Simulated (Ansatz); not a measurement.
# Converging the field response of a KZnF3 (001), ZnF2 faces film, part 2 of 3

Aim: a convergence study of the equivalent conductor thickness of a KZnF3 (001), ZnF2 faces film, with the cost of each setting.

Ansatz 0.2.0; plane-wave DFT, PBE, Ansatz PAW (the session's first sound run).

So far, equivalent conductor thickness p/(ε₀AE) (Å): step 2 (single point, setting first choice) 6.27; step 6 (single point, box 26.1 Å (run 3)) 6.75; step 7 (run, box 26.1 Å (run 2)) 6.30; step 8 (run, box 26.1 Å (run 3)) 6.27; step 9 (single point, box 26.1 Å (run 4)) 6.27.

## (10) Single point, box 18.1 Å

The cell differs from the one that the last finished run ended in (c 26.100 → 18.100 Å).

input.yaml reads:

```yaml
crystal:
  lattice:
    - [4.05, 0.0, 0.0]
    - [0.0, 4.05, 0.0]
    - [0.0, 0.0, 18.1]
  atoms:
    - { symbol: Zn, position: [0.5, 0.5, 0.2762430939] }
    - { symbol: F, position: [0.0, 0.5, 0.2762430939] }
    - { symbol: F, position: [0.5, 0.0, 0.2762430939] }
    - { symbol: K, position: [0.0, 0.0, 0.388121547] }
    - { symbol: F, position: [0.5, 0.5, 0.388121547] }
    - { symbol: Zn, position: [0.5, 0.5, 0.5] }
    - { symbol: F, position: [0.0, 0.5, 0.5] }
    - { symbol: F, position: [0.5, 0.0, 0.5] }
    - { symbol: K, position: [0.0, 0.0, 0.611878453] }
    - { symbol: F, position: [0.5, 0.5, 0.611878453] }
    - { symbol: Zn, position: [0.5, 0.5, 0.7237569061] }
    - { symbol: F, position: [0.0, 0.5, 0.7237569061] }
    - { symbol: F, position: [0.5, 0.0, 0.7237569061] }
kpoints:
  mp_grid: { grid: [6, 6, 1] }
hamiltonian:
  xc: pbe
scf:
  occupations: { method: fixed }
  convergence: { dr2_threshold: 1.0e-10 }
efield:
  axis: 3
  dipole_correction: true
  ramp_position: 0.97
  ramp_width: 0.06
  amplitude: 0.1
output:
  write_potential: true
  write_density: true
  volumetric_format: npy
```

The run is started by

```
> ansatz run input.yaml --threads 4 --pin off --max-ram 6144MiB --backend cpu --events-out ev --progress --plain --runs-dir out
```

Numbers of over 12 decimals in the logs are rounded to 6 here.

What it wrote:

```text
[...]
Crystal: 13 atoms, lattice volume = 296.885 Å³
Basis set: ecut = 420 eV, 5805 PW (Γ)
Bands: 68, of which v1, the nominal top of the filled ones, is band 55 counted from 1 (54 counted from 0)
Symmetry: 8 space group operations
k-points: 10 of 36
[...]
k-point 0: bands = [... 51 lower, -2.2007, -2.1795, -2.0106, -2.0106, 2.5603, 2.9843, 4.6518, 5.8549, ... 9 higher]
  k-point 1: bands = [... 51 lower, -2.1296, -1.9877, -1.9859, -1.6647, 3.0110, 3.4182, 4.9820, 6.1196, ... 9 higher]
  k-point 2: bands = [... 51 lower, -1.9938, -1.9338, -1.8538, -1.0818, 4.0299, 4.4438, 5.8964, 6.8365, ... 9 higher]
  k-point 9: bands = [... 51 lower, -1.0498, -0.8433, -0.5065, -0.4481, 5.9884, 6.4304, 7.7043, 7.9657, ... 9 higher]
[key lines of the parts left out:]
SCF converged after 14 iterations
Free energy (F): -19508.755872 eV
Fermi energy:    -0.448097 eV
Dipole field:    D = 0.034631 V/Å  (p = 0.056819 e·Å, saw-weighted, corrected)
```

Wall time 9.1 s (4 threads of Arm Neoverse V1, shared host); peak memory 0.78 GiB.

The dipole corresponds to a conductor 6.268 Å thick, -0.01 % from the first choice, at 0.72 times its CPU time.

## (11) Run, box 22.1 Å

The cell differs from the one that the last finished run ended in (c 18.100 → 22.100 Å).

input.yaml, the sections that differ from step 10:

```yaml
crystal:
  lattice:
    - [4.05, 0.0, 0.0]
    - [0.0, 4.05, 0.0]
    - [0.0, 0.0, 22.1]
  atoms:
    - { symbol: Zn, position: [0.5, 0.5, 0.3167420814] }
    - { symbol: F, position: [0.0, 0.5, 0.3167420814] }
    - { symbol: F, position: [0.5, 0.0, 0.3167420814] }
    - { symbol: K, position: [0.0, 0.0, 0.4083710407] }
    - { symbol: F, position: [0.5, 0.5, 0.4083710407] }
    - { symbol: Zn, position: [0.5, 0.5, 0.5] }
    - { symbol: F, position: [0.0, 0.5, 0.5] }
    - { symbol: F, position: [0.5, 0.0, 0.5] }
    - { symbol: K, position: [0.0, 0.0, 0.5916289593] }
    - { symbol: F, position: [0.5, 0.5, 0.5916289593] }
    - { symbol: Zn, position: [0.5, 0.5, 0.6832579186] }
    - { symbol: F, position: [0.0, 0.5, 0.6832579186] }
    - { symbol: F, position: [0.5, 0.0, 0.6832579186] }
# kpoints, hamiltonian, scf, efield, output: as in step 10
```

What it wrote:

```text
[...]
Crystal: 13 atoms, lattice volume = 362.495 Å³
Basis set: ecut = 420 eV, 7105 PW (Γ)
Bands: 68, of which v1, the nominal top of the filled ones, is band 55 counted from 1 (54 counted from 0)
Symmetry: 8 space group operations
k-points: 10 of 36
[...]
k-point 0: bands = [... 51 lower, -3.2774, -3.2565, -3.0873, -3.0873, 1.4849, 1.9049, 3.5868, 4.5412, ... 9 higher]
  k-point 1: bands = [... 51 lower, -3.2062, -3.0644, -3.0626, -2.7418, 1.9353, 2.3394, 3.9166, 4.8042, ... 9 higher]
  k-point 2: bands = [... 51 lower, -3.0705, -3.0104, -2.9305, -2.1590, 2.9531, 3.3669, 4.8277, 5.5484, ... 9 higher]
  k-point 9: bands = [... 51 lower, -2.1269, -1.9198, -1.5830, -1.5251, 4.9118, 5.3543, 6.6279, 6.8884, ... 9 higher]
[key lines of the parts left out:]
SCF converged after 14 iterations
Free energy (F): -19508.755758 eV
Fermi energy:    -1.525106 eV
Dipole field:    D = 0.028366 V/Å  (p = 0.056825 e·Å, saw-weighted, corrected)
```

It took 11 s on 4 threads; peak memory 0.88 GiB; 44 s of CPU time.

The dipole corresponds to a conductor 6.269 Å thick, -0.00 % from the first choice, at 0.89 times its CPU time.

## (12) Single point, box 34.1 Å

The cell differs from the one that the last finished run ended in (c 22.100 → 34.100 Å).

input.yaml, the sections that differ from step 11:

```yaml
crystal:
  lattice:
    - [4.05, 0.0, 0.0]
    - [0.0, 4.05, 0.0]
    - [0.0, 0.0, 34.1]
  atoms:
    - { symbol: Zn, position: [0.5, 0.5, 0.3812316716] }
    - { symbol: F, position: [0.0, 0.5, 0.3812316716] }
    - { symbol: F, position: [0.5, 0.0, 0.3812316716] }
    - { symbol: K, position: [0.0, 0.0, 0.4406158358] }
    - { symbol: F, position: [0.5, 0.5, 0.4406158358] }
    - { symbol: Zn, position: [0.5, 0.5, 0.5] }
    - { symbol: F, position: [0.0, 0.5, 0.5] }
    - { symbol: F, position: [0.5, 0.0, 0.5] }
    - { symbol: K, position: [0.0, 0.0, 0.5593841642] }
    - { symbol: F, position: [0.5, 0.5, 0.5593841642] }
    - { symbol: Zn, position: [0.5, 0.5, 0.6187683284] }
    - { symbol: F, position: [0.0, 0.5, 0.6187683284] }
    - { symbol: F, position: [0.5, 0.0, 0.6187683284] }
# kpoints, hamiltonian, scf, efield, output: as in step 11
```

What it wrote:

```text
[...]
Crystal: 13 atoms, lattice volume = 559.325 Å³
Basis set: ecut = 420 eV, 10969 PW (Γ)
Bands: 68, of which v1, the nominal top of the filled ones, is band 55 counted from 1 (54 counted from 0)
Symmetry: 8 space group operations
k-points: 10 of 36
[...]
k-point 0: bands = [... 51 lower, -4.9920, -4.9709, -4.8019, -4.8019, -0.2299, 0.1900, 1.8728, 2.5056, ... 9 higher]
  k-point 1: bands = [... 51 lower, -4.9209, -4.7789, -4.7772, -4.4562, 0.2204, 0.6245, 2.2023, 2.7641, ... 9 higher]
  k-point 2: bands = [... 51 lower, -4.7851, -4.7251, -4.6451, -3.8734, 1.2381, 1.6520, 3.1127, 3.5265, ... 9 higher]
  k-point 9: bands = [... 51 lower, -3.8413, -3.6345, -3.2977, -3.2394, 3.1971, 3.6397, 4.9134, 5.1738, ... 9 higher]
[key lines of the parts left out:]
SCF converged after 13 iterations
Free energy (F): -19508.755795 eV
Fermi energy:    -3.239430 eV
Dipole field:    D = 0.018381 V/Å  (p = 0.056816 e·Å, saw-weighted, corrected)
```

The job ended after 16 s (4 threads; peak memory 1.2 GiB; 63 s of CPU time).

The dipole corresponds to a conductor 6.268 Å thick, -0.02 % from the first choice, at 1.3 times its CPU time.

## (13) Run, box 26.1 Å (run 4)

input.yaml reads:

```yaml
crystal:
  lattice:
    - [4.05, 0.0, 0.0]
    - [0.0, 4.05, 0.0]
    - [0.0, 0.0, 26.1]
  atoms:
    - { symbol: Zn, position: [0.5, 0.5, 0.3448275862] }
    - { symbol: F, position: [0.0, 0.5, 0.3448275862] }
    - { symbol: F, position: [0.5, 0.0, 0.3448275862] }
    - { symbol: K, position: [0.0, 0.0, 0.4224137931] }
    - { symbol: F, position: [0.5, 0.5, 0.4224137931] }
    - { symbol: Zn, position: [0.5, 0.5, 0.5] }
    - { symbol: F, position: [0.0, 0.5, 0.5] }
    - { symbol: F, position: [0.5, 0.0, 0.5] }
    - { symbol: K, position: [0.0, 0.0, 0.5775862069] }
    - { symbol: F, position: [0.5, 0.5, 0.5775862069] }
    - { symbol: Zn, position: [0.5, 0.5, 0.6551724138] }
    - { symbol: F, position: [0.0, 0.5, 0.6551724138] }
    - { symbol: F, position: [0.5, 0.0, 0.6551724138] }
kpoints:
  mp_grid: { grid: [6, 6, 1] }
hamiltonian:
  xc: pbe
scf:
  occupations: { method: fixed }
  convergence: { dr2_threshold: 1.0e-10 }
efield:
  axis: 3
  dipole_correction: true
  ramp_position: 0.97
  ramp_width: 0.06
  amplitude: 0.005
output:
  write_potential: true
  write_density: true
  volumetric_format: npy
```

What it wrote:

```text
[...]
Crystal: 13 atoms, lattice volume = 428.105 Å³
Basis set: ecut = 420 eV, 8407 PW (Γ)
Bands: 68, of which v1, the nominal top of the filled ones, is band 55 counted from 1 (54 counted from 0)
Symmetry: 8 space group operations
k-points: 10 of 36
[...]
k-point 0: bands = [... 51 lower, -4.0027, -4.0027, -3.9872, -3.9872, 0.8491, 1.0522, 2.8486, 4.0671, ... 9 higher]
  k-point 1: bands = [... 51 lower, -3.9820, -3.9654, -3.8412, -3.5056, 1.3268, 1.4592, 3.1793, 4.3255, ... 9 higher]
  k-point 2: bands = [... 51 lower, -3.9134, -3.9130, -3.6935, -2.9127, 2.3931, 2.4374, 4.0915, 5.0743, ... 9 higher]
  k-point 9: bands = [... 51 lower, -2.8772, -2.5064, -2.4896, -2.2712, 4.3758, 4.3979, 5.9121, 6.1141, ... 9 higher]
[key lines of the parts left out:]
SCF converged after 14 iterations
Free energy (F): -19508.752977 eV
Fermi energy:    -2.271238 eV
Dipole field:    D = 0.001201 V/Å  (p = 0.002841 e·Å, saw-weighted, corrected)
```

Run time: 13 s. Hardware: 4 threads; peak memory 1 GiB; 50 s of CPU time.

The dipole corresponds to a conductor 6.269 Å thick, -0.00 % from the first choice, at 1.0 times its CPU time.

## (14) Single point, box 26.1 Å (run 5)

Edit input.yaml of step 13 so:

```diff
@@ -31,3 +31,3 @@
   ramp_width: 0.06
-  amplitude: 0.005
+  amplitude: 0.03
 output:
```

What it wrote:

```text
[...]
Crystal: 13 atoms, lattice volume = 428.105 Å³
Basis set: ecut = 420 eV, 8407 PW (Γ)
Bands: 68, of which v1, the nominal top of the filled ones, is band 55 counted from 1 (54 counted from 0)
Symmetry: 8 space group operations
k-points: 10 of 36
[...]
k-point 0: bands = [... 51 lower, -4.0383, -4.0383, -3.9479, -3.9479, 0.8352, 1.0656, 2.8480, 3.9758, ... 9 higher]
  k-point 1: bands = [... 51 lower, -4.0211, -3.9249, -3.8384, -3.5041, 1.3057, 1.4798, 3.1786, 4.2355, ... 9 higher]
  k-point 2: bands = [... 51 lower, -3.9002, -3.8735, -3.6921, -2.9121, 2.3502, 2.4799, 4.0907, 4.9857, ... 9 higher]
  k-point 9: bands = [... 51 lower, -2.8768, -2.5485, -2.4475, -2.2713, 4.3204, 4.4532, 5.9090, 6.1168, ... 9 higher]
[key lines of the parts left out:]
SCF converged after 14 iterations
Free energy (F): -19508.753226 eV
Fermi energy:    -2.271267 eV
Dipole field:    D = 0.007206 V/Å  (p = 0.017047 e·Å, saw-weighted, corrected)
```

Wall time 13 s (4 threads); peak memory 1 GiB.

The dipole corresponds to a conductor 6.269 Å thick, -0.00 % from the first choice, at 1.0 times its CPU time.

## (15) Run, box 26.1 Å (run 5)

Edit input.yaml of step 14 so:

```diff
@@ -31,3 +31,3 @@
   ramp_width: 0.06
-  amplitude: 0.03
+  amplitude: 0.3
 output:
```

What it wrote:

```text
[...]
Crystal: 13 atoms, lattice volume = 428.105 Å³
Basis set: ecut = 420 eV, 8407 PW (Γ)
Bands: 68, of which v1, the nominal top of the filled ones, is band 55 counted from 1 (54 counted from 0)
Symmetry: 8 space group operations
k-points: 10 of 36
[...]
k-point 0: bands = [... 51 lower, -3.8272, -3.6899, -3.5018, -3.5018, 0.3665, 1.4833, 2.3998, 2.8789, ... 9 higher]
  k-point 1: bands = [... 51 lower, -3.6663, -3.6300, -3.4758, -3.3473, 0.7926, 1.9425, 2.6675, 3.1970, ... 9 higher]
  k-point 2: bands = [... 51 lower, -3.5717, -3.5137, -3.4230, -2.8456, 1.7752, 3.0115, 3.4487, 4.0824, ... 9 higher]
  k-point 9: bands = [... 51 lower, -2.9953, -2.8427, -2.2742, -1.9954, 3.7159, 5.0439, 5.7321, 6.0635, ... 9 higher]
[key lines of the parts left out:]
SCF converged after 14 iterations
Free energy (F): -19508.778546 eV
Fermi energy:    -1.995420 eV
Dipole field:    D = 0.072085 V/Å  (p = 0.170544 e·Å, saw-weighted, corrected)
```

The job ended after 13 s (4 threads; peak memory 1 GiB; 52 s of CPU time).

The dipole corresponds to a conductor 6.271 Å thick, +0.04 % from the first choice, at 1.1 times its CPU time.

## (16) Run, box 26.1 Å (run 6)

Edit input.yaml of step 15 so:

```diff
@@ -25,3 +25,3 @@
   occupations: { method: fixed }
-  convergence: { dr2_threshold: 1.0e-10 }
+  convergence: { dr2_threshold: 0.0001 }
 efield:
@@ -31,3 +31,3 @@
   ramp_width: 0.06
-  amplitude: 0.3
+  amplitude: 0.1
 output:
```

What it wrote:

```text
[...]
Crystal: 13 atoms, lattice volume = 428.105 Å³
Basis set: ecut = 420 eV, 8407 PW (Γ)
Bands: 68, of which v1, the nominal top of the filled ones, is band 55 counted from 1 (54 counted from 0)
Symmetry: 8 space group operations
k-points: 10 of 36
[...]
k-point 0: bands = [... 51 lower, -4.0249, -4.0086, -3.8351, -3.8351, 0.7351, 1.1549, 2.8378, 3.6367, ... 9 higher]
  k-point 1: bands = [... 51 lower, -3.9542, -3.8136, -3.8107, -3.4936, 1.1856, 1.5896, 3.1674, 3.8978, ... 9 higher]
  k-point 2: bands = [... 51 lower, -3.8186, -3.7591, -3.6809, -2.9116, 2.2037, 2.6174, 4.0779, 4.6535, ... 9 higher]
  k-point 9: bands = [... 51 lower, -2.8799, -2.6713, -2.3345, -2.2784, 4.1627, 4.6051, 5.8774, 6.1381, ... 9 higher]
[key lines of the parts left out:]
SCF converged after 7 iterations
Free energy (F): -19508.755799 eV
Fermi energy:    -2.278355 eV
Dipole field:    D = 0.024004 V/Å  (p = 0.056790 e·Å, saw-weighted, corrected)
```

The job ended after 11 s (4 threads; peak memory 0.99 GiB).

The dipole corresponds to a conductor 6.265 Å thick, -0.06 % from the first choice, at 0.87 times its CPU time.

## (17) Run, box 26.1 Å (run 7)

Edit input.yaml of step 16 so:

```diff
@@ -25,3 +25,3 @@
   occupations: { method: fixed }
-  convergence: { dr2_threshold: 0.0001 }
+  convergence: { dr2_threshold: 1.0e-06 }
 efield:
```

What it wrote:

```text
[...]
Crystal: 13 atoms, lattice volume = 428.105 Å³
Basis set: ecut = 420 eV, 8407 PW (Γ)
Bands: 68, of which v1, the nominal top of the filled ones, is band 55 counted from 1 (54 counted from 0)
Symmetry: 8 space group operations
k-points: 10 of 36
[...]
k-point 0: bands = [... 51 lower, -4.0243, -4.0029, -3.8341, -3.8341, 0.7381, 1.1579, 2.8410, 3.6317, ... 9 higher]
  k-point 1: bands = [... 51 lower, -3.9530, -3.8110, -3.8094, -3.4882, 1.1883, 1.5924, 3.1706, 3.8928, ... 9 higher]
  k-point 2: bands = [... 51 lower, -3.8172, -3.7573, -3.6772, -2.9054, 2.2060, 2.6200, 4.0814, 4.6488, ... 9 higher]
  k-point 9: bands = [... 51 lower, -2.8732, -2.6665, -2.3298, -2.2715, 4.1648, 4.6074, 5.8813, 6.1417, ... 9 higher]
[key lines of the parts left out:]
SCF converged after 10 iterations
Free energy (F): -19508.755811 eV
Fermi energy:    -2.271466 eV
Dipole field:    D = 0.024018 V/Å  (p = 0.056824 e·Å, saw-weighted, corrected)
```

Run time: 12 s. Hardware: 4 threads; peak memory 1 GiB; 46 s of CPU time.

The dipole corresponds to a conductor 6.269 Å thick, -0.00 % from the first choice, at 0.94 times its CPU time.

## (18) Run, box 26.1 Å (run 8)

Edit input.yaml of step 17 so:

```diff
@@ -25,3 +25,3 @@
   occupations: { method: fixed }
-  convergence: { dr2_threshold: 1.0e-06 }
+  convergence: { dr2_threshold: 1.0e-08 }
 efield:
```

What it wrote:

```text
[...]
Crystal: 13 atoms, lattice volume = 428.105 Å³
Basis set: ecut = 420 eV, 8407 PW (Γ)
Bands: 68, of which v1, the nominal top of the filled ones, is band 55 counted from 1 (54 counted from 0)
Symmetry: 8 space group operations
k-points: 10 of 36
[...]
k-point 0: bands = [... 51 lower, -4.0241, -4.0029, -3.8340, -3.8340, 0.7380, 1.1579, 2.8410, 3.6316, ... 9 higher]
  k-point 1: bands = [... 51 lower, -3.9529, -3.8109, -3.8093, -3.4882, 1.1883, 1.5924, 3.1707, 3.8927, ... 9 higher]
  k-point 2: bands = [... 51 lower, -3.8171, -3.7572, -3.6772, -2.9054, 2.2060, 2.6200, 4.0814, 4.6486, ... 9 higher]
  k-point 9: bands = [... 51 lower, -2.8733, -2.6666, -2.3298, -2.2715, 4.1648, 4.6074, 5.8813, 6.1418, ... 9 higher]
[key lines of the parts left out:]
SCF converged after 11 iterations
Free energy (F): -19508.755811 eV
Fermi energy:    -2.271515 eV
Dipole field:    D = 0.024020 V/Å  (p = 0.056827 e·Å, saw-weighted, corrected)
```

Elapsed: 12 s, on 4 threads; peak memory 1 GiB.

The dipole corresponds to a conductor 6.269 Å thick, +0.00 % from the first choice, at 0.93 times its CPU time.

## (19) Run, box 26.1 Å (run 9)

This step: plane-wave DFT, LDA, Ansatz PAW (Ansatz 0.2.0).

Edit input.yaml of step 18 so:

```diff
@@ -22,6 +22,6 @@
 hamiltonian:
-  xc: pbe
+  xc: lda
 scf:
   occupations: { method: fixed }
-  convergence: { dr2_threshold: 1.0e-08 }
+  convergence: { dr2_threshold: 1.0e-10 }
 efield:
```

What it wrote:

```text
[...]
Crystal: 13 atoms, lattice volume = 428.105 Å³
Basis set: ecut = 420 eV, 8407 PW (Γ)
Bands: 68, of which v1, the nominal top of the filled ones, is band 55 counted from 1 (54 counted from 0)
Symmetry: 8 space group operations
k-points: 10 of 36
[...]
k-point 0: bands = [... 51 lower, -4.4609, -4.4444, -4.2587, -4.2587, 0.1735, 0.5936, 2.2521, 3.5946, ... 9 higher]
  k-point 1: bands = [... 51 lower, -4.3731, -4.2448, -4.2353, -3.9484, 0.6469, 1.0387, 2.5758, 3.8518, ... 9 higher]
  k-point 2: bands = [... 51 lower, -4.2332, -4.1860, -4.1241, -3.3669, 1.7034, 2.0941, 3.4679, 4.5981, ... 9 higher]
  k-point 9: bands = [... 51 lower, -3.3403, -3.1226, -2.7935, -2.7318, 3.6675, 4.0953, 5.2307, 5.4763, ... 9 higher]
[key lines of the parts left out:]
SCF converged after 14 iterations
Free energy (F): -19090.304664 eV
Fermi energy:    -2.731762 eV
Dipole field:    D = 0.024288 V/Å  (p = 0.057463 e·Å, saw-weighted, corrected)
```

The job ended after 13 s (4 threads; peak memory 0.98 GiB; 52 s of CPU time).

The dipole corresponds to a conductor 6.339 Å thick, +1.12 % from the first choice, at 1.0 times its CPU time.

[end of part 2 of 3]

[Logs are printed without paths, hosts, clocks, repeated set-up lines and the standing remarks that a program may print on its own settings, such as how far it seeks lower states.]

[Hosts, paths, dates, database ids (printed as entryN), source tags and the programs' standing remarks are cut or masked in the printed files.]

[Maps of the electrostatic potential energy from Ansatz leave out the sawtooth potential of an applied field or a dipole correction, so their vacuum need not be flat; planar profiles and work functions include it.]
